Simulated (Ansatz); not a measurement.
# What CsZnH3 (model cell, started as cubic perovskite with Zn in the octahedra) distorts into, part 2 of 2

Wanted: the energy along a soft mode of CsZnH3 (model cell, started as cubic perovskite with Zn in the octahedra) and the structure at the end.

Ansatz 0.2.0; DFT r2SCAN, scalar-relativistic, plane waves, PAW; PAW set soft_1.

So far. Step 5 (Energy along the mode, all amplitudes (two of the runs …): The lowest of the steps tried is at 0.45 Å, 63.1 meV/atom below the parent; the bottom of the well need not coincide with a step. Step 7 (The new phase in its own primitive cell): The largest force component left is 0.24 meV/Å and the pressure is 0.003 GPa, within the tolerances set. The cell now holds 15.78 Å³/atom. The relaxed cell has a = 6.176, c = 4.137 Å (conventional setting).

The structure was built from a prototype and need not be the compound's stable phase.

### 8. Modes of the new phase, k-mesh 4×4×6, occupations fixed (continued)

Patterns of degenerate modes are one choice out of their space. Modes at Γ, with each element's share of the kinetic energy (negative means imaginary):

| mode | frequency (cm⁻¹) | symmetry | Cs % | Zn % | H % |
| --- | --- | --- | --- | --- | --- |
| 1 | -519.7 | A2u | 1 | 10 | 90 |
| 2 | -503.3 | B1u | 0 | 13 | 87 |
| 3 | -55.4 | Eu | 32 | 65 | 2 |
| 4 | -55.4 | Eu | 32 | 65 | 2 |
| 5 | 0.0 | acoustic | 66 | 32 | 1 |
| 6 | 0.0 | acoustic | 66 | 32 | 2 |
| 7 | 0.0 | acoustic | 66 | 32 | 2 |
| 8 | 71.9 | A1u | 100 | 0 | 0 |
| 9 | 99.5 | Eu | 66 | 33 | 1 |
| 10 | 99.5 | Eu | 66 | 33 | 1 |
| 11 | 118.4 | Eu | 35 | 63 | 2 |
| 12 | 118.4 | Eu | 35 | 63 | 2 |
| 13 | 146.0 | B1u | 0 | 87 | 13 |
| 14 | 146.4 | A2u | 33 | 58 | 9 |
| 15 | 440.5 | Eu | 0 | 1 | 99 |
| 16 | 440.5 | Eu | 0 | 1 | 99 |
| 17 | 548.2 | B1g | 0 | 0 | 100 |
| 18 | 691.1 | A2g | 0 | 0 | 100 |
| 19 | 705.6 | Eu | 0 | 2 | 98 |
| 20 | 705.6 | Eu | 0 | 2 | 98 |
| 21 | 757.8 | Eg | 0 | 0 | 100 |
| 22 | 757.8 | Eg | 0 | 0 | 100 |
| 23 | 817.3 | Eu | 0 | 2 | 98 |
| 24 | 817.3 | Eu | 0 | 2 | 98 |
| 25 | 951.8 | B1u | 0 | 0 | 100 |
| 26 | 959.9 | A2u | 0 | 0 | 100 |
| 27 | 1400.7 | A1g | 0 | 0 | 100 |
| 28 | 1477.3 | Eu | 0 | 2 | 98 |
| 29 | 1477.3 | Eu | 0 | 2 | 98 |
| 30 | 1508.7 | B2g | 0 | 0 | 100 |

Displacements in mode 1 (-519.7 cm⁻¹), the largest set to 1:
```
Cs1  0.00  0.00  0.01
Cs2  0.00  0.00  0.01
Zn3  0.00  0.00 -0.05
Zn4  0.00  0.00 -0.05
H5   0.00  0.00  0.53
H6   0.00  0.00  0.53
H7   0.00  0.00  0.53
H8   0.00  0.00  0.53
H9   0.00  0.00  1.00
H10  0.00  0.00  1.00
```

Displacements in mode 12 (118.4 cm⁻¹), the largest set to 1:
```
Cs1 -0.53  0.00  0.00
Cs2 -0.32  0.42  0.00
Zn3  1.00 -0.76  0.00
Zn4  0.66 -0.06  0.00
H5   0.91 -0.74  0.00
H6   0.91 -0.74  0.00
H7   0.53  0.02  0.00
H8   0.53  0.02  0.00
H9   0.80 -0.57  0.00
H10  0.57 -0.11  0.00
```

Optical modes at the zone centre, without and with the macroscopic field of the longitudinal modes; each column is sorted by frequency, so a row need not hold one and the same mode. Modes with and without the field, by row:

| rank among optical modes | no field (cm⁻¹) | q along (1, 0, 0) (cm⁻¹) | q along (0, 0, 1) (cm⁻¹) |
| --- | --- | --- | --- |
| 1 | -519.7 | -519.7 | -503.3 |
| 2 | -503.3 | -503.3 | -55.4 |
| 3 | -55.4 | -55.4 | -55.4 |
| 4 | -55.4 | -45.7 | 47 |
| 5 | 71.9 | 71.9 | 71.9 |
| 6 | 99.5 | 99.5 | 99.5 |
| 7 | 99.5 | 100.1 | 99.5 |
| 8 | 118.4 | 118.4 | 118.4 |
| 9 | 118.4 | 127.3 | 118.4 |
| 10 | 146 | 146 | 146 |
| 11 | 146.4 | 146.4 | 440.5 |
| 12 | 440.5 | 440.5 | 440.5 |
| 13 | 440.5 | 441.5 | 548.2 |
| 14 | 548.2 | 548.2 | 615.5 |
| 15 | 691.1 | 691.1 | 691.1 |
| 16 | 705.6 | 705.6 | 705.6 |
| 17 | 705.6 | 757.8 | 705.6 |
| 18 | 757.8 | 757.8 | 757.8 |
| 19 | 757.8 | 788.3 | 757.8 |
| 20 | 817.3 | 817.3 | 817.3 |
| 21 | 817.3 | 875 | 817.3 |
| 22 | 951.8 | 951.8 | 951.8 |
| 23 | 959.9 | 959.9 | 959.9 |
| 24 | 1401 | 1401 | 1401 |
| 25 | 1477 | 1477 | 1477 |
| 26 | 1477 | 1509 | 1477 |
| 27 | 1509 | 1531 | 1509 |

Born charge (rows field, columns displacement) (e), principal values of the symmetric part by kind of site:

| atom | atoms with these values | low | middle | high | mean |
| --- | --- | --- | --- | --- | --- |
| Cs1 | 2 | 0.84 | 1.20 | 1.20 | 1.08 |
| Zn3 | 2 | 1.56 | 1.63 | 3.06 | 2.09 |
| H5 | 4 | -1.18 | -1.01 | -0.72 | -0.97 |
| H9 | 2 | -1.89 | -0.94 | -0.86 | -1.23 |

In full for H9:

```
-0.90  0.04  0.00
 0.04 -0.90  0.00
 0.00  0.00 -1.89
```

High-frequency dielectric tensor:

```
4.43 0.00 0.00
0.00 4.43 0.00
0.00 0.00 5.66
```

Transverse modes; imaginary modes are left out. Lines of the infrared spectrum (strongest = 100):

| position (cm⁻¹) | lines merged | relative intensity |
| --- | --- | --- |
| 72 | 1 | 0.0 |
| 100 | 1 | 0.1 |
| 118 | 1 | 1.5 |
| 146 | 2 | 7.1 |
| 440 | 1 | 0.8 |
| 548 | 1 | 0.0 |
| 691 | 1 | 0.0 |
| 706 | 1 | 100 |
| 758 | 1 | 0.0 |
| 817 | 1 | 14 |
| 952 | 1 | 0.0 |
| 960 | 1 | 0.0 |
| 1401 | 1 | 0.0 |
| 1477 | 1 | 66 |
| 1509 | 1 | 0.0 |

Before it was imposed, the acoustic sum rule was missed by 8.8e-4 eV/Å² and the charge sum rule by 0.0064 e. Small misses are needed for a sound result but don't prove that mesh and cutoff are converged. The lowest optical mode is imaginary, 519.7i cm⁻¹, so the energy falls along it.

The log warns of the k mesh: “the force constants stand on the 4×4×6 k-mesh, whose period is 11.52 times the interband length at k = (-0.5000, -0.5000, 0.0000), direct gap 2.286 eV, under 14: take them and everything formed from them as unconverged”.

### 9. Results

| Quantity | Value |
| --- | --- |
| unstable mode of the parent | q = (0, -0.5, -0.5), 1196i cm⁻¹ |
| depth at the lowest point sampled | 63.1 meV/atom |
| largest atomic shift at that point | 0.45 Å |
| space group reached (within 0.01 Å) | P4/mbm |
| energy gained over the parent (first relaxation, on the mesh of the frozen mode) | 89.0 meV/atom |
| volume per atom, phase reached | 15.8 Å³ |
| gap on the k-mesh, phase reached | 1.40 eV |
| lowest optical zone-centre mode, phase reached | -520 cm⁻¹ |
| highest optical mode at the zone centre (no LO-TO term), phase reached | 1509 cm⁻¹ |

What this shows: Along this mode the structure falls into P4/mbm, 89.0 meV/atom below the parent. At the parent's cell the well is 63.06 meV/atom deep on the steps tried, with its lowest point at a shift of 0.45 Å. Relaxing atoms and cell changes the gain by +25.92 meV/atom against the lowest step (energies at zero smearing). The new phase still has an imaginary mode at the zone centre of its cell, so it is a saddle point on the way to a lower structure. Of the 4 patterns followed to their end from this parent, this one reaches the lowest energy. Another end point lies within 1 meV/atom; how such a difference moves with mesh and cutoff was not tested. Each path keeps the symmetry of its pattern, so a lower phase may lie along a pattern not tried. With the field response the log warns that the k mesh is coarse for the force constants too, so the frequencies may not be converged. The q mesh stands for a supercell only 8.2 Å across, so branches between the solved wavevectors are rough. With no gap, or one that is small against the smearing, the frequencies hang on the k mesh and the smearing, most of all near Kohn anomalies. Spin-orbit coupling is left out, which can matter for the heavy elements here. A phonon run warned that its eigensolver left some bands unconverged in a pass. The starting cell was built on a prototype and not taken from a measurement, so the phase need not exist.

[Logs are printed without paths, hosts, clocks, repeated set-up lines and the standing remarks that a program may print on its own settings, such as how far it seeks lower states.]

[Hosts, paths, dates, database ids (printed as entryN), source tags and the programs' standing remarks are cut or masked in the printed files.]
